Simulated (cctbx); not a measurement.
## Diagnosing a refinement

Cell a = 6.5700 Å, b = 6.5700 Å, c = 9.6800 Å, α = 90.00°, β = 90.00°, γ = 90.00°; space group I-42m (no. 121). The compound is SmSn4Ir2Ru4.

The data are simulated with cctbx, not measured: Cu Kα, λ = 1.54184 Å, to d = 0.83 Å, 70 % of the full sphere, strongest reflection 70000 counts, noise from counting, a 3 % proportional error and a noise floor of 2 counts (s.d.); no absorption.

An anisotropic refinement with weights 1/σ² prints:

```text
Rint 0.021, 217 unique reflections to 0.83 A
cycle     R1     wR2    GooF  max shift (A)
   1  0.2389  0.5765  34.428   0.01980
   3  0.1415  0.3740  22.334   0.00019
final R1 0.1416 wR2 0.3740 GooF 22.334  parameters 17  data/parameter 12.8
atom        x        y        z      Ueq    occ   su(xyz)  su(Uiso or U11)
Ir1    0.50000  0.00000  0.00000  -0.0069  1.000  0.00000  0.0028  NPD
Ru1    0.00000  0.00000  0.00000  -0.0200  1.000  0.00000  0.0032  NPD
Sn1    0.32682  0.67318  0.21514  -0.0064  1.000  0.00060  0.0025  NPD
Sm1    0.67619  0.67619  0.07520   0.0111  1.000  0.00077  0.0031
difference map: max 36.62 min -7.70 rms 3.44
Q1    0.0000  0.5000  0.0000    4   36.62  0.00 A from Ir1
Q2    0.0000  0.0000  0.0000    2   35.60  0.00 A from Ru1
Q3    0.1879  0.1879  0.2848    8   24.82  0.14 A from Sn1
Q4    0.1846  0.1846  0.5767    8   22.82  0.08 A from Sm1
Q5    0.2004  0.2004  0.7110    8    6.46  1.33 A from Sm1
Q6    0.9928  0.3287  0.2805   16    3.21  1.57 A from Sn1
```

Q: Accept it or mend it, and why?

Mend it. The fault: elements exchanged: Sm1 is Ru and Ru1 is Sm. Against the right model at the same level, R1 goes from 0.0061 to 0.1416 and GooF from 0.93 to 22.33, U of Sn1 shrinks from 0.0055 to -0.0064 Å², U of Ir1 shrinks from 0.0044 to -0.0069 Å², U of Ru1 shrinks from 0.0040 to -0.0200 Å², the top difference peak, 36.6 e/Å³, lies on Ir1 and Ir1, Ru1 and Sn1 go non-positive-definite. Sm1 has 18 electrons too many and its U swells to shed them, as expected; Ru1 has 18 electrons too few and its U shrinks to make up, as expected.

The compound is SmSn4Ir2Ru4. The right model at the same level gives:

```text
Rint 0.021, 217 unique reflections to 0.83 A
cycle     R1     wR2    GooF  max shift (A)
   1  0.0121  0.0386   2.306   0.00194
   2  0.0061  0.0155   0.927   0.00000
final R1 0.0061 wR2 0.0155 GooF 0.927  parameters 17  data/parameter 12.8
atom        x        y        z      Ueq    occ   su(xyz)  su(Uiso or U11)
Ir1    0.50000  0.00000  0.00000   0.0044  1.000  0.00000  0.0001
Sm1    0.00000  0.00000  0.00000   0.0040  1.000  0.00000  0.0001
Sn1    0.32464  0.67536  0.21557   0.0055  1.000  0.00003  0.0001
Ru1    0.67741  0.67741  0.07501   0.0051  1.000  0.00003  0.0001
Flack x: -0.0042(14)
Hooft y: 0.006(5)  Bijvoet pairs: 82
difference map: max 0.71 min -0.31 rms 0.11
Q1    0.0000  0.5000  0.2500    4    0.71  2.42 A from Ir1
Q2    0.0000  0.0000  0.0850    4    0.57  0.82 A from Sm1
Q3    0.2081  0.2081  0.1982    8    0.38  0.89 A from Sn1
Q4    0.1895  0.1895  0.5064    8    0.38  0.67 A from Ru1
Q5    0.0000  0.0000  0.3905    4    0.36  1.68 A from Ru1
Q6    0.1601  0.1601  0.3771    8    0.35  0.91 A from Sn1
```

This is a model crystal, built by substitution and not relaxed, with assumed displacement parameters.

[Middle refinement cycles are left out of these outputs.]

[Logs are printed without paths, hosts, clocks, repeated set-up lines and the standing remarks that a program may print on its own settings, such as how far it seeks lower states.]
